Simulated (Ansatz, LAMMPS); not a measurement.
# Elastic response of amorphous 42Ga2O3-58Al2O3 (mol %) (95 atoms), part 3 of 4

Aim: relax amorphous 42Ga2O3-58Al2O3 (mol %) (95 atoms), then change its volume and shape to read moduli from the stress.

Ansatz 0.2.0; Kohn-Sham DFT, PBE, PAW (set soft_2), plane waves.

The cell: 16 Ga, 22 Al and 57 O. The quench rate of 100 K/ps is orders of magnitude faster than experiment. The network of bonds at the start is that of the classical potential that made the cell. Sampling is at Γ alone.

So far. Step 7 (Volume -6 %): The relaxation converged after 8 steps, 0.813 eV below its start, with a largest force component of 0.035 eV/Å. Step 7 (Volume -6 %): Volume -6 %: the energy stands 1.53 eV above that of the reference, at a pressure of 7.94 GPa.

### 8. Volume +6 %

The relaxed cell is scaled to another volume.

The input, input.yaml:

```yaml
crystal:
  lattice:
    - [10.40117, -0.07983, 0.09924]
    - [-0.07983, 10.36086, 0.17476]
    - [0.09924, 0.17476, 10.15007]
  atoms:
    [... the 95 atom lines of step 4 ...]
kpoints:
  mp_grid: { grid: [1, 1, 1] }
hamiltonian:
  xc: pbe
scf:
  occupations: { method: fixed }
output:
  forces: true
  eigenvalues: true
  stress: true
relax:
  f_tol: 0.05
  max_steps: 70
```

On the command line:

```sh
> ansatz run input.yaml --threads 4 --pin off --max-ram 8192MiB --backend cpu --events-out ev --progress --plain --runs-dir out
```

Numbers of over 12 decimals in the logs are rounded to 6 here.

Output:

```text
[...]
Crystal: 95 atoms, lattice volume = 1093.336 Å³
Basis set: ecut = 420 eV, 21347 PW (Γ), exchange–correlation on 144×144×144 points (8 copies of the dense FFT grid, shifted against one another)
Bands: 403, of which v1, the nominal top of the filled ones, is band 308 counted from 1 (307 counted from 0)
Symmetry: 1 space group operations
[...]
k-points: 1
[...]
SCF iter   1: F=—  HF=-104779.227630 eV  |F-HF|=—  |Δ(HF+E_count)|=         —  Δρ=2.36e-3  dr2=5.37e-2  ethr=1.77e-3  ⟨swp⟩=5.0  Hψ=1391  notcnv=0  defer=93
[...]
SCF iter   5: F=—  HF=-104779.238358 eV  |F-HF|=—  |Δ(HF+E_count)|=   6.46e-5  Δρ=1.07e-4  dr2=1.10e-4  ethr=4.89e-8  ⟨swp⟩=2.0  Hψ=609  notcnv=0  defer=93
SCF iter   6: F=-104779.238376 eV  HF=-104779.238373 eV  |F-HF|=3.49e-6  |Δ(HF+E_count)|=   1.51e-5  Δρ=2.39e-5  dr2=6.47e-6  ethr=1.01e-8  ⟨swp⟩=12.0  Hψ=2472  notcnv=0
SCF 1 converged in 6 iterations: F = -104779.238376 eV  dr2 = 6.47e-6
[...]
relax step   1: F+E_penalty+E_count = -104779.23837636 eV  Δ(F+E_penalty+E_count) = +0.000e0 eV  max|allowed force component| = 4.839e-1 eV/Å  Δτ_max = 0.0000 Å  (6 SCF iters, dr2 threshold 6.25e-5 eV, accepted)
[...]
relax step   2: F+E_penalty+E_count = -104779.51517315 eV  Δ(F+E_penalty+E_count) = -2.768e-1 eV  max|allowed force component| = 3.052e-1 eV/Å  Δτ_max = 0.0570 Å  (6 SCF iters, dr2 threshold 1.46e-5 eV, accepted)
[...]
relax step   3: F+E_penalty+E_count = -104779.69235506 eV  Δ(F+E_penalty+E_count) = -1.772e-1 eV  max|allowed force component| = 1.862e-1 eV/Å  Δτ_max = 0.0547 Å  (8 SCF iters, dr2 threshold 5.82e-6 eV, accepted)
relax step   4: F+E_penalty+E_count = -104779.90422499 eV  Δ(F+E_penalty+E_count) = -2.119e-1 eV  max|allowed force component| = 2.045e-1 eV/Å  Δτ_max = 0.2000 Å  (8 SCF iters, dr2 threshold 1.29e-5 eV, accepted)
relax step   5: F+E_penalty+E_count = -104779.99610318 eV  Δ(F+E_penalty+E_count) = -9.188e-2 eV  max|allowed force component| = 2.278e-1 eV/Å  Δτ_max = 0.2000 Å  (8 SCF iters, dr2 threshold 1.56e-5 eV, accepted)
relax step   6: F+E_penalty+E_count = -104780.06010926 eV  Δ(F+E_penalty+E_count) = -6.401e-2 eV  max|allowed force component| = 2.120e-1 eV/Å  Δτ_max = 0.2000 Å  (7 SCF iters, dr2 threshold 5.19e-5 eV, accepted)
relax step   7: F+E_penalty+E_count = -104780.07841714 eV  Δ(F+E_penalty+E_count) = -1.831e-2 eV  max|allowed force component| = 2.275e-1 eV/Å  Δτ_max = 0.0372 Å  (6 SCF iters, dr2 threshold 3.89e-5 eV, accepted)
relax step   8: F+E_penalty+E_count = -104780.24253230 eV  Δ(F+E_penalty+E_count) = -1.641e-1 eV  max|allowed force component| = 1.889e-1 eV/Å  Δτ_max = 0.2000 Å  (7 SCF iters, dr2 threshold 4.48e-5 eV, accepted)
relax step   9: F+E_penalty+E_count = -104780.17946836 eV  Δ(F+E_penalty+E_count) = +6.306e-2 eV  max|allowed force component| = 1.193e0 eV/Å  Δτ_max = 0.1953 Å  (7 SCF iters, dr2 threshold 2.46e-5 eV, rejected (line search))
relax step  10: F+E_penalty+E_count = -104780.32141032 eV  Δ(F+E_penalty+E_count) = -7.888e-2 eV  max|allowed force component| = 2.797e-1 eV/Å  Δτ_max = 0.0976 Å  (9 SCF iters, accepted)
relax step  11: F+E_penalty+E_count = -104780.39466729 eV  Δ(F+E_penalty+E_count) = -7.326e-2 eV  max|allowed force component| = 2.402e-1 eV/Å  Δτ_max = 0.0951 Å  (6 SCF iters, dr2 threshold 5.39e-5 eV, accepted)
relax step  12: F+E_penalty+E_count = -104780.48710662 eV  Δ(F+E_penalty+E_count) = -9.244e-2 eV  max|allowed force component| = 1.590e-1 eV/Å  Δτ_max = 0.1500 Å  (7 SCF iters, dr2 threshold 4.26e-5 eV, accepted)
relax step  13: F+E_penalty+E_count = -104780.54060223 eV  Δ(F+E_penalty+E_count) = -5.350e-2 eV  max|allowed force component| = 7.896e-2 eV/Å  Δτ_max = 0.1101 Å  (7 SCF iters, dr2 threshold 1.11e-5 eV, accepted)
relax step  14: F+E_penalty+E_count = -104780.55034718 eV  Δ(F+E_penalty+E_count) = -9.745e-3 eV  max|allowed force component| = 1.767e-1 eV/Å  Δτ_max = 0.1864 Å  (10 SCF iters, accepted)
relax step  15: F+E_penalty+E_count = -104780.56055016 eV  Δ(F+E_penalty+E_count) = -1.020e-2 eV  max|allowed force component| = 6.043e-2 eV/Å  Δτ_max = 0.0395 Å  (6 SCF iters, dr2 threshold 7.69e-6 eV, accepted)
[...]
relax step  16: F+E_penalty+E_count = -104780.56370800 eV  Δ(F+E_penalty+E_count) = -3.158e-3 eV  max|allowed force component| = 1.813e-2 eV/Å  Δτ_max = 0.0382 Å  (9 SCF iters, accepted)
SCF converged after 9 iterations
Free energy (F): -104780.563708 eV
[...]
Internal energy: -104780.563708 eV  (E = F + TS)
E sigma→0 (E₀):  -104780.563708 eV
Fermi energy:    5.758867 eV
[...]
Σ components = -104780.563708   (vs F -104780.563708, Δ=0.00e0)
--- Forces (eV/Å), atoms counted from 1 ---
  atom   1  Ga    -0.00330767     0.01338788    -0.00204404
  atom   2  Ga     0.00418070    -0.00171303    -0.01059225
  atom   3  Ga     0.00430687    -0.00886147     0.00113211
  atom   4  Ga    -0.00403624     0.00162543     0.00507358
[...]
atom  95  O     -0.00049430    -0.00330508    -0.00302247
  max |Σ_I F_I| component: 8.48e-5 eV/Å
--- Stress (GPa, compression-positive) ---
       -4.935123       0.893510       0.816310
        0.893519      -3.440504      -1.151703
        0.816310      -1.151698      -3.577501
  P = ⅓ Tr σ = -3.9844 GPa (-39.844 kbar)
--- Band table (eV) ---
[...]
--- Relaxed structure (16 steps of the walk, 15 accepted, 0 SCFs on fresh bases) ---
  F+E_penalty+E_count = -104780.56370800 eV   max|allowed force component| = 1.813e-2 eV/Å
  atoms:
    - { symbol: Ga, position: [0.804515, 0.442895, 0.677433] }
    - { symbol: Ga, position: [0.618920, 0.561836, 0.838507] }
    - { symbol: Ga, position: [0.045914, 0.498303, 0.987231] }
    - { symbol: Ga, position: [0.563638, 0.720770, 0.574713] }
[...]
- { symbol: O, position: [0.662111, 0.848350, 0.696104] }
```

Wall time 2.4 min (4 threads of Intel Xeon Platinum 8375C at 2.90GHz (Ice Lake), shared host); peak memory 1.6 GiB.

The relaxation converged after 16 steps, 1.33 eV below its start, with a largest force component of 0.018 eV/Å.

Volume +6 %: the energy stands 0.568 eV above that of the reference, at a pressure of -3.98 GPa.

### 9. Volume -10 %

The relaxed cell is scaled to another volume.

Input and log are left out; they have the form of those shown for this kind of step.

Run time: 1.8 min. Hardware: 4 threads of Intel Xeon Platinum 8375C at 2.90GHz (Ice Lake), shared host; peak memory 1.5 GiB; 6.5 min of CPU time.

The relaxation converged after 14 steps, 2.90 eV below its start, with a largest force component of 0.032 eV/Å.

Volume -10 %: the energy stands 4.09 eV above that of the reference, at a pressure of 13.9 GPa.

### 10. Stretched by 1 % along x

The relaxed cell is strained along x alone, which gives the stiffness along x and its coupling to y and z.

input.yaml, the sections that differ from step 8:

```yaml
crystal:
  lattice:
    - [10.30311, -0.07829, 0.09733]
    - [-0.07907, 10.16156, 0.1714]
    - [0.0983, 0.1714, 9.95483]
  atoms:
    [... the 95 atom lines of step 4 ...]
# kpoints, hamiltonian, scf, output, relax: as in step 8
```

Output:

```text
[...]
Crystal: 95 atoms, lattice volume = 1041.763 Å³
Basis set: ecut = 420 eV, 20341 PW (Γ), exchange–correlation on 144×144×144 points (8 copies of the dense FFT grid, shifted against one another)
Bands: 403, of which v1, the nominal top of the filled ones, is band 308 counted from 1 (307 counted from 0)
Symmetry: 1 space group operations
[...]
k-points: 1
[...]
SCF iter   1: F=—  HF=-104781.009661 eV  |F-HF|=—  |Δ(HF+E_count)|=         —  Δρ=2.40e-3  dr2=5.23e-2  ethr=1.77e-3  ⟨swp⟩=5.0  Hψ=1400  notcnv=0  defer=93
[...]
SCF iter   5: F=—  HF=-104781.024115 eV  |F-HF|=—  |Δ(HF+E_count)|=   5.86e-5  Δρ=9.89e-5  dr2=8.78e-5  ethr=4.18e-8  ⟨swp⟩=2.0  Hψ=610  notcnv=0  defer=93
SCF iter   6: F=-104781.024133 eV  HF=-104781.024129 eV  |F-HF|=3.48e-6  |Δ(HF+E_count)|=   1.42e-5  Δρ=2.17e-5  dr2=5.35e-6  ethr=1.01e-8  ⟨swp⟩=14.0  Hψ=2193  notcnv=0
SCF 1 converged in 6 iterations: F = -104781.024133 eV  dr2 = 5.35e-6
[...]
relax step   1: F+E_penalty+E_count = -104781.02413288 eV  Δ(F+E_penalty+E_count) = +0.000e0 eV  max|allowed force component| = 2.173e-1 eV/Å  Δτ_max = 0.0000 Å  (6 SCF iters, dr2 threshold 6.25e-5 eV, accepted)
[...]
relax step   2: F+E_penalty+E_count = -104781.04353055 eV  Δ(F+E_penalty+E_count) = -1.940e-2 eV  max|allowed force component| = 1.402e-1 eV/Å  Δτ_max = 0.0151 Å  (6 SCF iters, dr2 threshold 2.95e-6 eV, accepted)
[...]
relax step   3: F+E_penalty+E_count = -104781.05740648 eV  Δ(F+E_penalty+E_count) = -1.388e-2 eV  max|allowed force component| = 5.575e-2 eV/Å  Δτ_max = 0.0165 Å  (8 SCF iters, accepted)
relax step   4: F+E_penalty+E_count = -104781.06475021 eV  Δ(F+E_penalty+E_count) = -7.344e-3 eV  max|allowed force component| = 9.170e-2 eV/Å  Δτ_max = 0.1589 Å  (10 SCF iters, accepted)
relax step   5: F+E_penalty+E_count = -104781.06916529 eV  Δ(F+E_penalty+E_count) = -4.415e-3 eV  max|allowed force component| = 9.336e-2 eV/Å  Δτ_max = 0.0155 Å  (8 SCF iters, accepted)
relax step   6: F+E_penalty+E_count = -104781.07187467 eV  Δ(F+E_penalty+E_count) = -2.709e-3 eV  max|allowed force component| = 2.987e-2 eV/Å  Δτ_max = 0.0246 Å  (6 SCF iters, dr2 threshold 8.72e-6 eV, accepted)
[...]
relax step   7: F+E_penalty+E_count = -104781.07187510 eV  Δ(F+E_penalty+E_count) = -4.357e-7 eV  max|allowed force component| = 3.000e-2 eV/Å  Δτ_max = 0.0000 Å  (4 SCF iters, accepted)
SCF converged after 4 iterations
Free energy (F): -104781.071875 eV
[...]
Internal energy: -104781.071875 eV  (E = F + TS)
E sigma→0 (E₀):  -104781.071875 eV
Fermi energy:    6.383679 eV
[...]
Σ components = -104781.071875   (vs F -104781.071875, Δ=0.00e0)
--- Forces (eV/Å), atoms counted from 1 ---
  atom   1  Ga     0.00268841    -0.00202420     0.00762408
  atom   2  Ga     0.01564570    -0.01483009    -0.00805645
  atom   3  Ga    -0.00522758    -0.00447453     0.00295265
  atom   4  Ga    -0.00196966    -0.00221825    -0.00015238
[...]
atom  95  O      0.00279335     0.00416291     0.00330482
  max |Σ_I F_I| component: 1.02e-4 eV/Å
--- Stress (GPa, compression-positive) ---
       -1.686592       0.107800      -0.168315
        0.107811      -0.447902       0.087772
       -0.168309       0.087775      -0.698921
  P = ⅓ Tr σ = -0.9445 GPa (-9.445 kbar)
--- Band table (eV) ---
[...]
--- Relaxed structure (7 steps of the walk, 7 accepted, 0 SCFs on fresh bases) ---
  F+E_penalty+E_count = -104781.07187510 eV   max|allowed force component| = 3.000e-2 eV/Å
  atoms:
    - { symbol: Ga, position: [0.802281, 0.443770, 0.681079] }
    - { symbol: Ga, position: [0.619964, 0.569825, 0.842367] }
    - { symbol: Ga, position: [0.037269, 0.433313, 0.971235] }
    - { symbol: Ga, position: [0.565284, 0.729133, 0.574368] }
[...]
- { symbol: O, position: [0.673576, 0.861180, 0.695878] }
```

Wall time 56 s (4 threads); peak memory 1.6 GiB; 3.5 min of CPU time.

The relaxation converged after 7 steps, 0.0477 eV below its start, with a largest force component of 0.030 eV/Å.

Stretched by 1 % along x: the energy stands 0.0596 eV above that of the reference, at a pressure of -0.944 GPa.

### 11. Compressed by 1 % along x

The relaxed cell is strained along x alone, which gives the stiffness along x and its coupling to y and z.

input.yaml, the sections that differ from step 10:

```yaml
crystal:
  lattice:
    - [10.09909, -0.07829, 0.09733]
    - [-0.07751, 10.16156, 0.1714]
    - [0.09636, 0.1714, 9.95483]
  atoms:
    [... the 95 atom lines of step 4 ...]
# kpoints, hamiltonian, scf, output, relax: as in step 10
```

Output:

```text
[...]
Crystal: 95 atoms, lattice volume = 1021.135 Å³
Basis set: ecut = 420 eV, 19963 PW (Γ), exchange–correlation on 144×144×144 points (8 copies of the dense FFT grid, shifted against one another)
Bands: 403, of which v1, the nominal top of the filled ones, is band 308 counted from 1 (307 counted from 0)
Symmetry: 1 space group operations
[...]
k-points: 1
[...]
SCF iter   1: F=—  HF=-104781.010960 eV  |F-HF|=—  |Δ(HF+E_count)|=         —  Δρ=2.43e-3  dr2=5.37e-2  ethr=1.77e-3  ⟨swp⟩=5.0  Hψ=1400  notcnv=0  defer=93
[...]
SCF iter   5: F=—  HF=-104781.024447 eV  |F-HF|=—  |Δ(HF+E_count)|=   5.84e-5  Δρ=9.56e-5  dr2=8.07e-5  ethr=4.05e-8  ⟨swp⟩=2.0  Hψ=600  notcnv=0  defer=93
SCF iter   6: F=-104781.024466 eV  HF=-104781.024462 eV  |F-HF|=3.36e-6  |Δ(HF+E_count)|=   1.57e-5  Δρ=2.14e-5  dr2=5.15e-6  ethr=1.01e-8  ⟨swp⟩=13.0  Hψ=2201  notcnv=0
SCF 1 converged in 6 iterations: F = -104781.024466 eV  dr2 = 5.15e-6
[...]
relax step   1: F+E_penalty+E_count = -104781.02446582 eV  Δ(F+E_penalty+E_count) = +0.000e0 eV  max|allowed force component| = 2.526e-1 eV/Å  Δτ_max = 0.0000 Å  (6 SCF iters, dr2 threshold 6.25e-5 eV, accepted)
[...]
relax step   2: F+E_penalty+E_count = -104781.04394483 eV  Δ(F+E_penalty+E_count) = -1.948e-2 eV  max|allowed force component| = 1.562e-1 eV/Å  Δτ_max = 0.0136 Å  (6 SCF iters, dr2 threshold 3.99e-6 eV, accepted)
[...]
relax step   3: F+E_penalty+E_count = -104781.05836609 eV  Δ(F+E_penalty+E_count) = -1.442e-2 eV  max|allowed force component| = 5.298e-2 eV/Å  Δτ_max = 0.0147 Å  (8 SCF iters, accepted)
relax step   4: F+E_penalty+E_count = -104781.06355866 eV  Δ(F+E_penalty+E_count) = -5.193e-3 eV  max|allowed force component| = 5.561e-2 eV/Å  Δτ_max = 0.0463 Å  (9 SCF iters, accepted)
[...]
relax step   5: F+E_penalty+E_count = -104781.06344028 eV  Δ(F+E_penalty+E_count) = +1.184e-4 eV  max|allowed force component| = 4.861e-2 eV/Å  Δτ_max = 0.0823 Å  (9 SCF iters, accepted)
SCF converged after 9 iterations
Free energy (F): -104781.063440 eV
[...]
Internal energy: -104781.063440 eV  (E = F + TS)
E sigma→0 (E₀):  -104781.063440 eV
Fermi energy:    6.621133 eV
[...]
Σ components = -104781.063440   (vs F -104781.063440, Δ=0.00e0)
--- Forces (eV/Å), atoms counted from 1 ---
  atom   1  Ga     0.01399061    -0.00256998     0.00997624
  atom   2  Ga     0.00687557    -0.00606965     0.00500626
  atom   3  Ga    -0.01737654    -0.01457864     0.00438691
  atom   4  Ga    -0.02596665    -0.00660613    -0.02960876
[...]
atom  95  O      0.00140137     0.01185932     0.01011644
  max |Σ_I F_I| component: 4.82e-5 eV/Å
--- Stress (GPa, compression-positive) ---
        2.007640      -0.198199      -0.030946
       -0.198187       0.541955      -0.005209
       -0.030939      -0.005204       0.835093
  P = ⅓ Tr σ = 1.1282 GPa (11.282 kbar)
--- Band table (eV) ---
[...]
--- Relaxed structure (5 steps of the walk, 5 accepted, 0 SCFs on fresh bases) ---
  F+E_penalty+E_count = -104781.06344028 eV   max|allowed force component| = 4.861e-2 eV/Å
  atoms:
    - { symbol: Ga, position: [0.808828, 0.444163, 0.677421] }
    - { symbol: Ga, position: [0.623342, 0.568964, 0.839723] }
    - { symbol: Ga, position: [0.035774, 0.433109, 0.967838] }
    - { symbol: Ga, position: [0.564698, 0.726647, 0.571484] }
[...]
- { symbol: O, position: [0.678666, 0.871496, 0.692937] }
```

Elapsed: 42 s, on 4 threads; peak memory 1.6 GiB.

The relaxation converged after 5 steps, 0.0390 eV below its start, with a largest force component of 0.049 eV/Å.

Compressed by 1 % along x: the energy stands 0.0680 eV above that of the reference, at a pressure of 1.13 GPa.

(Part 3 of 4 ends here.)

[Logs are printed without paths, hosts, clocks, repeated set-up lines and the standing remarks that a program may print on its own settings, such as how far it seeks lower states.]

[Hosts, paths, dates, database ids (printed as entryN), source tags and the programs' standing remarks are cut or masked in the printed files.]
